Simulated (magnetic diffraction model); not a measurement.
# Magnetic neutron pattern of Ho2Rh3Pb5

Space group C2/c (no. 15), a = 12.7510 Å, b = 13.7570 Å, c = 6.5580 Å, β = 118.46°.

| site | atom | x | y | z |
| --- | --- | --- | --- | --- |
| 8f | Pb | 0.3268 | 0.0872 | 0.8236 |
| 4e | Pb | 1/2 | 0.7791 | 1/4 |
| 4e | Pb | 1/2 | 0.2114 | 1/4 |
| 4e | Pb | 1/2 | 0.5122 | 1/4 |
| 8f | Ho | 0.2342 | 0.1349 | 0.2368 |
| 4e | Rh | 1/2 | 0.9978 | 3/4 |
| 8f | Rh | 0.6008 | 0.3560 | 0.1291 |

The compound is invented for this exercise: a known structure type with other elements, its cell scaled to their sizes and not relaxed.

Only Ho is taken to order (form factors of Ho3+); orders and moment sizes are assumed, and not adapted to the symmetry. Radiation: neutrons of λ = 2.567 Å, 3° to 45°; isotropic B of 0.27 Å² (Pb), 0.3 Å² (Ho) and 0.25 Å² (Rh). Simulated constant-wavelength pattern: nuclear and magnetic terms add, the magnetic one as |2.695 fm × Σ f S⊥ exp(2πi Q·r) exp(−B s²)|², summed over all Q at one angle with the factor 1/(sin²θ cos θ). For a modulated order the moment at position r is S exp(−2πi k·r) + c.c., with S = m/2 for a sine wave of amplitude m and S = m(u + iv)/2 for moments turning in a plane, u and v being orthogonal unit vectors in it; the phase factor of the sum at Q = H + k is then exp(2πi H·r). Free-ion form factors, Sears's scattering lengths of 1992, no absorption; a label names one of the reflections at its angle. The strongest nuclear line in the range is 100, and lines under 0.2 are left out.

Assume the order k = (0 0.357 0), a sine wave with moments along [001] (amplitudes given), 9.5 μB on Ho; signs + at (0.2342, 0.1349, 0.2368), + at (0.7658, 0.1349, 0.2632), + at (0.7658, 0.8651, 0.7632), + at (0.2342, 0.8651, 0.7368).

Q: Where does magnetic intensity appear, and how strong is it?

```
2θ (°)         index  nuclear  magnetic
  3.82   (0 0.357 0)      0.0   24092.8
 14.85   (1 0.643 0)      0.0      13.6
 16.99       (1 1 0)      3.9       0.0
 17.64   (0 1.643 0)      0.0      17.2
 19.66   (1 1.357 0)      0.0       7.7
 21.51       (0 2 0)      4.3       0.0
 25.06      (1 1 -1)      0.4       0.0
 25.41   (0 2.357 0)      0.0       8.2
 26.48       (2 0 0)    100.0       0.0
 26.76   (2 0.357 0)      0.0     918.8
 31.36   (0 1.643 1)      0.0     320.9
 31.55   (1 2.643 0)      0.0       4.6
 31.99   (2 1.643 0)      0.0       9.8
 32.20  (2 1.643 -1)      0.0     318.6
 33.77       (0 2 1)     23.1       0.0
 34.36       (2 2 0)     31.7       0.0
 34.56      (2 2 -1)     40.9       0.0
 35.03   (1 0.643 1)      0.0       5.8
 35.20       (1 3 0)     24.5       0.0
 36.03       (1 1 1)      2.6       0.0
 36.47   (0 2.357 1)      0.0     300.7
 36.54  (3 0.643 -1)      0.0       7.8
 37.02   (2 2.357 0)      0.0       7.2
 37.21  (2 2.357 -1)      0.0     293.6
 37.44   (1 1.357 1)      0.0       5.5
 37.51      (3 1 -1)      2.6       0.0
 38.87  (3 1.357 -1)      0.0       7.4
 38.96   (1 3.357 0)      0.0       3.0
 39.74   (0 3.643 0)      0.0     198.5
 39.95      (1 3 -1)      0.2       0.0
 40.81   (3 0.643 0)      0.0      15.1
 41.70       (3 1 0)     68.3       0.0
 42.95   (3 1.357 0)      0.0      13.6
 43.83       (0 4 0)     29.7       0.0
```

The strongest magnetic line in the range is (0 0.357 0) at 3.82° (24092.8). On top of the Lorentz factor, which all lines share, magnetic lines fade with angle because f falls: for Ho3+ it is 0.96, 0.85, 0.71 and 0.44 at sin θ/λ = 0.1, 0.2, 0.3 and 0.5 Å⁻¹, while nuclear lengths stay constant. The order has no net moment.

[Logs are printed without paths, hosts, clocks, repeated set-up lines and the standing remarks that a program may print on its own settings, such as how far it seeks lower states.]
